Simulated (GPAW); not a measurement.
## Quasiparticle gap of Diamond (Fd-3m, 2 atoms a cell) in GPAW

Aim: the G0W0 gap of Diamond (Fd-3m, 2 atoms a cell) on LDA, step by step.

Program: GPAW 26.7.0. Level of theory: LDA and many-body steps on it, plane waves. Results are calculated unless marked as measured.

**What was measured.**

- Gap 5.5 eV: band gap, experimental literature value; bulk crystal (quoted in “Fermi level pinning by defects can explain the large reported carbon 1s binding energy variations in diamond”, 2019, arxiv:1902.02958).

- Gap 5.47 eV: experimental band gap used as input; bulk crystal (quoted in “Enhanced Electron Emission Performance and Air‐Surface Stability in ScO‐Terminated Diamond for Thermionic Energy Converters”, 2024, pmc:11600692).

**1. The structure**

Symmetry: Fd-3m, No. 227, cubic system. Conventional cell: a = 3.567 Å, b = 3.567 Å, c = 3.567 Å, α = 90.00°, β = 90.00°, γ = 90.00°. Nearest to C lie 4 C at 1.54 Å.

The cell and positions come from the Crystallography Open Database and are kept as given unless a step says otherwise.

**2. Ground state**

This step: GPAW 26.7.0; DFT, LDA, plane waves, PAW.

The ground-state density comes first.

Input file run.py:

```python
import json
import numpy as np
from gpaw.mpi import world
from ase import Atoms
from gpaw import GPAW, PW, FermiDirac

atoms = Atoms(['C', 'C'],
    cell=[[0.0000000000, 1.7833700000, 1.7833700000],
      [1.7833700000, 0.0000000000, 1.7833700000],
      [1.7833700000, 1.7833700000, 0.0000000000]],
    scaled_positions=[[0.0000000000, 0.0000000000, 0.0000000000],
      [0.2500000000, 0.2500000000, 0.2500000000]],
    pbc=(True, True, True))
calc = GPAW(mode=PW(600),
    xc='LDA',
    kpts={'size': (12, 12, 12), 'gamma': True},
    occupations=FermiDirac(0.001),
    nbands=-7,
    convergence={'density': 1e-6, 'bands': -3},
    maxiter=100,
    txt='gs.txt')
atoms.calc = calc
res = {'energy': atoms.get_potential_energy()}
kpts = calc.get_ibz_k_points()
res['kpts'] = kpts
res['eigenvalues'] = [calc.get_eigenvalues(kpt=k) for k in range(len(kpts))]
res['n_electrons'] = calc.get_number_of_electrons()
calc.write('gs.gpw')

if world.rank == 0:
    with open('result.json', 'w') as f:
        json.dump(res, f, default=lambda x: x.tolist())
```

Started as:

```bash
$ mpirun -n 8 gpaw python run.py
```

Numbers of over 12 decimals in the logs are rounded to 6 here.

The program printed:

```text
__  _  _
 | _ |_)|_||  |
 |__||  | ||/\| - 26.7.0

Input parameters:
  mode=PW(ecut=600.0),
  convergence={'density': 1e-06, 'bands': -3},
  kpts=MonkhorstPack(size=(12, 12, 12), gamma=True),
  maxiter=100,
  nbands=-7,
  occupations=Occupations(name='fermi-dirac', width=0.001, fixmagmom=False),
  xc=XC(name='LDA')
  [... matrices ...]
Diagonalizing LCAO Hamiltonian
Converting LCAO to pw mode

          C
       C

Atoms  # Å, Bohr magnetons
|   | symbol |        x |        y |        z |    initial magnetic moments |
| 0 |      C | 0.000000 | 0.000000 | 0.000000 | ( 0.0000,  0.0000,  0.0000) |
| 1 |      C | 0.891685 | 0.891685 | 0.891685 | ( 0.0000,  0.0000,  0.0000) |

Unit cell  # Å
| periodic |        x |        y |        z |  lengths |    angles |
|      yes | 0.000000 | 1.783370 | 1.783370 | 2.522066 | 60.000000 |
|      yes | 1.783370 | 0.000000 | 1.783370 | 2.522066 | 60.000000 |
|      yes | 1.783370 | 1.783370 | 0.000000 | 2.522066 | 60.000000 |

Number of symmetries: 24
Symmetry operations  # r_c * U_cc + t_c -> r_c
|    | kind |            matrix            |
|  0 |  E   |  1, 0, 0,  0, 1, 0,  0, 0, 1 |
|  1 |  σ   |  1, 0, 0,  0, 0, 1,  0, 1, 0 |
|  2 |  σ   |  1, 0,-1,  0, 1,-1,  0, 0,-1 |
|  3 |  C3  |  1, 0,-1,  0, 0,-1,  0, 1,-1 |
|  4 |  C3  |  1,-1, 0,  0,-1, 1,  0,-1, 0 |
|  5 |  σ   |  1,-1, 0,  0,-1, 0,  0,-1, 1 |
|  6 |  σ   |  0, 1, 0,  1, 0, 0,  0, 0, 1 |
|  7 |  C3  |  0, 1, 0,  0, 0, 1,  1, 0, 0 |
|  8 |  C2  |  0, 1,-1,  1, 0,-1,  0, 0,-1 |
|  9 |  S4  |  0, 1,-1,  0, 0,-1,  1, 0,-1 |
| 10 |  C3  |  0, 0, 1,  1, 0, 0,  0, 1, 0 |
| 11 |  σ   |  0, 0, 1,  0, 1, 0,  1, 0, 0 |
| 12 |  S4  |  0, 0,-1,  1, 0,-1,  0, 1,-1 |
| 13 |  C3  |  0, 0,-1,  0, 1,-1,  1, 0,-1 |
| 14 |  S4  |  0,-1, 1,  1,-1, 0,  0,-1, 0 |
| 15 |  C2  |  0,-1, 1,  0,-1, 0,  1,-1, 0 |
| 16 |  C3  |  0,-1, 0,  1,-1, 0,  0,-1, 1 |
| 17 |  S4  |  0,-1, 0,  0,-1, 1,  1,-1, 0 |
| 18 |  S4  | -1, 1, 0, -1, 0, 1, -1, 0, 0 |
| 19 |  C3  | -1, 1, 0, -1, 0, 0, -1, 0, 1 |
| 20 |  C3  | -1, 0, 1, -1, 1, 0, -1, 0, 0 |
| 21 |  S4  | -1, 0, 1, -1, 0, 0, -1, 1, 0 |
| 22 |  σ   | -1, 0, 0, -1, 1, 0, -1, 0, 1 |
| 23 |  C2  | -1, 0, 0, -1, 0, 1, -1, 1, 0 |

BZ-sampling:
  Number of BZ points: 1728
  Number of IBZ points: 72

  Monkhorst-Pack size: [12, 12, 12]
  Monkhorst-Pack shift: [0.041667, 0.041667, 0.041667]

K-points  # in reciprocal-cell coordinates
|     |                                coordinates |     weight |
|   0 | ( -0.00000000,  -0.00000000,  -0.00000000) | 0.00057870 |
|   1 | (  0.08333333,   0.08333333,  -0.00000000) | 0.00347222 |
|   2 | (  0.08333333,   0.08333333,   0.08333333) | 0.00462963 |
|   3 | (  0.16666667,   0.08333333,   0.08333333) | 0.00694444 |
|   4 | (  0.16666667,   0.16666667,  -0.00000000) | 0.00347222 |
|   5 | (  0.16666667,   0.16666667,   0.08333333) | 0.01388889 |
|   6 | (  0.16666667,   0.16666667,   0.16666667) | 0.00462963 |
|   7 | (  0.25000000,   0.16666667,   0.08333333) | 0.01388889 |
|   8 | (  0.25000000,   0.16666667,   0.16666667) | 0.01388889 |
|   9 | (  0.25000000,   0.25000000,  -0.00000000) | 0.00347222 |
| ... |                                            |            |
|  71 | (  0.50000000,   0.50000000,   0.50000000) | 0.00231481 |

Plane wave coefficients: 388
Cutoff: 600.0 eV

Spin-components: 1 (collinear spins)
Bands:           11
Projectors:      10
Spin-degeneracy: 2
Datatype:        complex128

  Storage: CPU
  Wave functions: 4_295_808 bytes (536_976 per core)
  Projectors: 6_248_448 bytes (781_056 per core)
  [... matrices ...]
Parallelization:
  kpt:    8
  domain: 1
  band:   1

Density:
  Valence electrons: 8.0
  Components: 1
  Grid points: [15 15 15]
  Charge: 0.0  # |e|

Potential:
  Grid points: [15 15 15]

species:
  C:
    name:    Carbon
    Z:       6.0
    valence: 4
    core:    2
    charge:  0.0  # [|e|]
    compensation charges:
      type: gauss
      rc: 0.20  # [Å]
      lmax: 2
    cutoffs:
      filter: 1.14  # [Å]
      core: 1.14  # [Å]
    projectors
    | kind |    occ | energy [eV] | rcut [Å] |
    |   2s |  2.000 |     -13.639 |    0.635 |
    |   2p |  2.000 |      -5.414 |    0.635 |
    |    s |        |      13.573 |    0.635 |
    |    p |        |      21.797 |    0.635 |
    |    d |        |       0.000 |    0.635 |

    Using partial waves for C as LCAO basis

Reference energy: -2037.605076  # eV

eigensolver:
  PPCG
  Converge bands: -3
  niter=2

density mixing:
  MSR1-Mixer
  Pratt-step length: 0.05
  Maximum mixing coefficient: 0.75
  Old densities: 10
  SVD Regularization: 0.005
  Good broyden scale: 1.0
  Trust region scale: 1.0
  Backstep threshold: 4.0
  History deletion threshold: 6.0
  Fourier metric: weight=20.0, sigma=0.015

occupation numbers:
  Fermi-Dirac:
    width: 0.0010  # eV

poisson solver:
  ecut: 4800.0  # eV

xc functional:
  name: None

Initialization done in: 0.888 s

convergence criteria:
- Maximum integral of absolute [dens]ity change: 1e-06 electrons / valence electron
- Maximum [total energy] change in last 3 cyles: 0.0005 eV / valence electron
- Maximum integral of absolute [eigenst]ate change: 4e-08 eV^2 / valence electron
maximum number of iterations: 100

SCF iterations
|iter     |     time |      energy | eigst |  dens |
|iter:   1|  |  -20.906244 | +1.38 |       |
|iter:   2|  |  -20.820215 | -0.55 | -0.79 |
|iter:   3|  |  -20.270334 | -1.00 | -0.82 |
|iter:   4|  |  -20.260260 | -2.28 | -1.50 |
|iter:   5|  |  -20.260644 | -4.01 | -2.22 |
|iter:   6|  |  -20.260649c| -6.18 | -3.45 |
|iter:   7|  |  -20.260649c| -7.99c| -4.08 |
|iter:   8|  |  -20.260649c| -8.70c| -5.59 |
|iter:   9|  |  -20.260649c| -9.50c| -5.97 |
|iter:  10|  |  -20.260649c|-10.80c| -6.73c|

Converged in 10 steps
SCF loop duration: 0.467 s (0.047 s/step)
Energy contributions relative to reference atoms: (reference = -2037.605076)
  [... matrices ...]
Energy contributions:
  Kinetic:          17.023686
  Coulomb:         -15.982641
  Zero:              0.035970
  External:          0.000000
  Xc:              -21.337664
  Entropy:          -0.000000
  Spinorbit:         0.000000
  ----------------------------
  Free energy:     -20.260649
  Extrapolated:    -20.260649

dipole moment: (-8.952607, -8.952607, -8.952607)  # |e|*Ang

Fermi level: 13.579
Eigenvalues  # (at kpt = [-0.000, -0.000, -0.000])
| band index |      eig [eV] | occ [0-2] |
|          0 |        -9.517 |     2.000 |
|          1 |        11.806 |     2.000 |
|          2 |        11.806 |     2.000 |
|          3 |        11.806 |     2.000 |
|          4 |        17.354 |     0.000 |
|          5 |        17.354 |     0.000 |
|          6 |        17.354 |     0.000 |
|          7 |        25.359 |     0.000 |
|          8 |        30.828 |     0.000 |
|          9 |        38.546 |     0.000 |
|         10 |        39.056 |     0.000 |

Gap: 4.126 eV
Transition (v -> c):
  (s=0, k=0, n=3, [-0.00, -0.00, -0.00]) -> (s=0, k=18, n=4, [0.33, 0.33, -0.00])
Direct/indirect transitions are different
Direct gap: 5.548 eV
Transition at: (s=0, k=0, n=3, [-0.00, -0.00, -0.00])
# Writing to gs.gpw (mode='')
  [... matrices ...]
```

It took 2.8 s on 8 MPI ranks of Intel Xeon 6975P-C (Granite Rapids), shared host; peak memory 1.1 GiB.

Numbers from this step:

- total energy: -20.26 eV
- gap: 4.126 eV
- k of the valence top: 0, 0, 0
- k of the conduction bottom: 0.3333, 0.3333, 0
- least direct gap: 5.548 eV

The gap is indirect, with the least direct gap 1.42 eV higher.

**3. Bands along the symmetry lines**

Levels along a band path, at the cheap level, show where the edges lie and whether the meshes to come will hold them.

Input file run.py:

```python
import json
import numpy as np
from gpaw.mpi import world
from gpaw import GPAW

path = [[0.000000, 0.000000, 0.000000],
    [0.062500, 0.000000, 0.062500],
    [0.125000, 0.000000, 0.125000],
    [0.187500, 0.000000, 0.187500],
    [0.250000, 0.000000, 0.250000],
    [0.312500, 0.000000, 0.312500],
    [0.375000, 0.000000, 0.375000],
    [0.437500, 0.000000, 0.437500],
    [0.500000, 0.000000, 0.500000],
    [0.515625, 0.031250, 0.515625],
    [0.531250, 0.062500, 0.531250],
    [0.546875, 0.093750, 0.546875],
    [0.562500, 0.125000, 0.562500],
    [0.578125, 0.156250, 0.578125],
    [0.593750, 0.187500, 0.593750],
    [0.609375, 0.218750, 0.609375],
    [0.625000, 0.250000, 0.625000],
    [0.375000, 0.375000, 0.750000],
    [0.328125, 0.328125, 0.656250],
    [0.281250, 0.281250, 0.562500],
    [0.234375, 0.234375, 0.468750],
    [0.187500, 0.187500, 0.375000],
    [0.140625, 0.140625, 0.281250],
    [0.093750, 0.093750, 0.187500],
    [0.046875, 0.046875, 0.093750],
    [0.000000, 0.000000, 0.000000],
    [0.062500, 0.062500, 0.062500],
    [0.125000, 0.125000, 0.125000],
    [0.187500, 0.187500, 0.187500],
    [0.250000, 0.250000, 0.250000],
    [0.312500, 0.312500, 0.312500],
    [0.375000, 0.375000, 0.375000],
    [0.437500, 0.437500, 0.437500],
    [0.500000, 0.500000, 0.500000],
    [0.500000, 0.468750, 0.531250],
    [0.500000, 0.437500, 0.562500],
    [0.500000, 0.406250, 0.593750],
    [0.500000, 0.375000, 0.625000],
    [0.500000, 0.343750, 0.656250],
    [0.500000, 0.312500, 0.687500],
    [0.500000, 0.281250, 0.718750],
    [0.500000, 0.250000, 0.750000],
    [0.500000, 0.218750, 0.718750],
    [0.500000, 0.187500, 0.687500],
    [0.500000, 0.156250, 0.656250],
    [0.500000, 0.125000, 0.625000],
    [0.500000, 0.093750, 0.593750],
    [0.500000, 0.062500, 0.562500],
    [0.500000, 0.031250, 0.531250],
    [0.500000, 0.000000, 0.500000]]
calc = GPAW('gs.gpw').fixed_density(kpts=path,
    symmetry='off',
    nbands=14,
    convergence={'bands': 10},
    txt='bands.txt')
res = {}
kpts = calc.get_ibz_k_points()
res['kpts'] = kpts
res['eigenvalues'] = [calc.get_eigenvalues(kpt=k) for k in range(len(kpts))]
res['n_electrons'] = calc.get_number_of_electrons()

if world.rank == 0:
    with open('result.json', 'w') as f:
        json.dump(res, f, default=lambda x: x.tolist())
```

Started as:

```bash
$ mpirun -n 8 gpaw python run.py
```

The program printed:

```text
Diagonalizing LCAO Hamiltonian
Converting LCAO to pw mode
convergence criteria:
- Maximum integral of absolute [eigenst]ate change: 4e-08 eV^2 / valence electron
maximum number of iterations: 100

SCF iterations
|iter     |     time |      energy | eigst |  dens |
|iter:   1|  |             | +2.38 |       |
|iter:   2|  |             | +0.61 |       |
|iter:   3|  |             | -1.12 |       |
|iter:   4|  |             | -3.26 |       |
|iter:   5|  |             | -5.20 |       |
|iter:   6|  |             | -7.20 |       |
|iter:   7|  |             | -8.33c|       |
SCF steps: 7
  __  _  _
 | _ |_)|_||  |
 |__||  | ||/\| - 26.7.0

Input parameters:
  mode=PW(ecut=600.0),
  convergence={'bands': 10},
  gpts=array([15, 15, 15]),
  kpts=KPoints(kpts=array([[0.      , 0.      , 0.      ],
         [0.0625  , 0.      , 0.0625  ],
         [0.125   , 0.      , 0.125   ],
         [0.1875  , 0.      , 0.1875  ],
[...]
[0.515625, 0.03125 , 0.515625],
[...]
[0.546875, 0.09375 , 0.546875],
[...]
[0.578125, 0.15625 , 0.578125],
[...]
[0.609375, 0.21875 , 0.609375],
[...]
[0.328125, 0.328125, 0.65625 ],
[...]
[0.234375, 0.234375, 0.46875 ],
[...]
[0.140625, 0.140625, 0.28125 ],
[...]
[0.046875, 0.046875, 0.09375 ],
[...]
[0.5     , 0.0625  , 0.5625  ],
         [0.5     , 0.03125 , 0.53125 ],
         [0.5     , 0.      , 0.5     ]])),
  maxiter=100,
  nbands=14,
  occupations=Occupations(name='fermi-dirac', width=0.001, fixmagmom=False),
  parallel={},
  symmetry=Symmetry(point_group=False, time_reversal=False),
  xc=XC(name='LDA')
  [... matrices ...]
timing:  # [seconds]
  Total: 0.022  # ━━━━━━━━━━━━━━━━━━━━━━━━━━━━━━━━━━━━━━━━━━━━━━━━━━━━━━━━━━━
```

The job ended after 2.6 s (8 MPI ranks; peak memory 1.1 GiB; 19 s of CPU time).

This step gave:

- gap: 4.102 eV
- k of the valence top: 0, 0, 0
- k of the conduction bottom: 0.375, 0, 0.375
- least direct gap: 5.548 eV

The gap is 4.102 eV, −0.024 eV from the run before at this level.

Electronic bands along the path, in eV, zero at the top of the highest filled band; v1 is the highest filled band, c1 the lowest empty one:

```csv
point,v4,v3,v2,v1,c1,c2,c3,c4
Γ,-21.32,0.00,0.00,0.00,5.55,5.55,5.55,13.55
halfway,-19.04,-4.41,-4.12,-4.12,4.42,10.19,11.49,11.49
X,-12.62,-12.62,-6.29,-6.29,4.71,4.71,16.63,16.63
halfway,-12.52,-12.36,-7.58,-6.05,4.94,6.61,15.96,16.31
U,-12.78,-11.60,-9.36,-5.36,5.62,10.66,14.24,15.54
jump to K,-12.78,-11.60,-9.36,-5.36,5.62,10.66,14.24,15.54
halfway,-18.77,-6.43,-5.56,-1.74,8.09,8.62,9.99,13.64
Γ,-21.32,0.00,0.00,0.00,5.55,5.55,5.55,13.55
halfway,-19.61,-6.54,-1.74,-1.74,7.73,7.73,8.19,14.60
L,-15.49,-13.37,-2.79,-2.79,8.39,8.39,9.01,15.42
halfway,-14.48,-12.33,-6.26,-4.69,8.18,9.45,13.04,14.72
W,-11.79,-11.79,-8.36,-8.36,10.45,10.45,12.34,12.34
halfway,-12.27,-12.27,-7.33,-7.33,6.81,6.81,15.44,15.44
X,-12.62,-12.62,-6.29,-6.29,4.71,4.71,16.63,16.63
```

The electronic bands as a text plot (rows in eV, shown from -8.0 to 10.1 only):

```
    9.7 |    +           +    +++                     ++ + +
    9.0 |                       +              +++++++  +   +
    8.2 |       ++            +++++         ++++++++++++
    7.5 |  ++           +   ++     ++      ++
    6.7 |         +    +   +     ++      ++                  +
    6.0 | +               +        +++  +                     +
    5.2 |++++      ++ ++++            ++                       ++
    4.4 |    ++++++++++
    3.7 |
    2.9 |
    2.2 |
    1.4 |
    0.7 |
   -0.1 |**                        ******
   -0.8 | *                      **  *  ****
   -1.6 |  **                   *           *
   -2.3 |    *                **   **    **  ***
   -3.1 |    *                                  *****
   -3.9 |     **            **   **                 **
   -4.6 |     **           *     **        *          *
   -5.4 |       ***      **     *                    * *
   -6.1 |       ** ******       *                     *         *
   -6.9 |             *       **            *           *     **
   -7.6 |              *                               * *   *
         Γ           X  U|K            Γ         L        W     X
```

**4. Empty states on the mesh, 8×8×8 mesh, 178 bands**

The sums over transitions need many empty states on a uniform mesh; this step solves for them.

Input file run.py:

```python
import json
import numpy as np
from gpaw.mpi import world
from gpaw import GPAW

calc = GPAW('gs.gpw').fixed_density(kpts={'size': (8, 8, 8), 'gamma': True},
    parallel={'domain': 1, 'band': 1},
    txt='nscf.txt')
calc.diagonalize_full_hamiltonian(nbands=178)
calc.write('full.gpw', mode='all')
res = {}
kpts = calc.get_ibz_k_points()
res['kpts'] = kpts
res['eigenvalues'] = [calc.get_eigenvalues(kpt=k) for k in range(len(kpts))]
res['n_electrons'] = calc.get_number_of_electrons()

if world.rank == 0:
    with open('result.json', 'w') as f:
        json.dump(res, f, default=lambda x: x.tolist())
```

Started as:

```bash
$ mpirun -n 8 gpaw python run.py
```

The program printed:

```text
Diagonalizing LCAO Hamiltonian
Converting LCAO to pw mode
convergence criteria:
- Maximum integral of absolute [eigenst]ate change: 4e-08 eV^2 / valence electron
maximum number of iterations: 100

SCF iterations
|iter     |     time |      energy | eigst |  dens |
|iter:   1|  |             | +1.50 |       |
|iter:   2|  |             | -0.33 |       |
|iter:   3|  |             | -2.55 |       |
|iter:   4|  |             | -4.24 |       |
|iter:   5|  |             | -5.95 |       |
|iter:   6|  |             | -7.55c|       |
SCF steps: 6
  __  _  _
 | _ |_)|_||  |
 |__||  | ||/\| - 26.7.0

Input parameters:
  mode=PW(ecut=600.0),
  convergence={'density': 1e-06, 'bands': -3},
  gpts=array([15, 15, 15]),
  kpts=MonkhorstPack(size=(8, 8, 8), gamma=True),
  maxiter=100,
  nbands=11,
  occupations=Occupations(name='fermi-dirac', width=0.001, fixmagmom=False),
  parallel={'domain': 1, 'band': 1},
  xc=XC(name='LDA')
Matrix size: 371x371
# Writing to full.gpw (mode='all')
  [... matrices ...]

timing:  # [seconds]
  Total: 0.335  # ━━━━━━━━━━━━━━━━━━━━━━━━━━━━━━━━━━━━━━━━━━━━━━━━━━━━━━━━━━━
```

Elapsed: 2.8 s, on 8 MPI ranks; peak memory 1.1 GiB.

This step gave:

* gap: 4.102 eV
* k of the valence top: 0, 0, 0
* k of the conduction bottom: 0.375, 0.375, 0
* least direct gap: 5.548 eV
* k points computed: 29
* lowest point of the top converged band, above the valence top: 331.5110 eV

On this mesh the gap is 4.102 eV.

(Continued in part 2 of 2.)

[Paths, hosts, dates, memory and timing lines, banners, echoed tables and standing remarks are left out of the program output.]

[Logs are printed without paths, hosts, clocks, repeated set-up lines and the standing remarks that a program may print on its own settings, such as how far it seeks lower states.]

[Runs of the session that timed out or met a known fault of the program may be left out.]

[Hosts, paths, dates, database ids (printed as entryN), source tags and the programs' standing remarks are cut or masked in the printed files.]
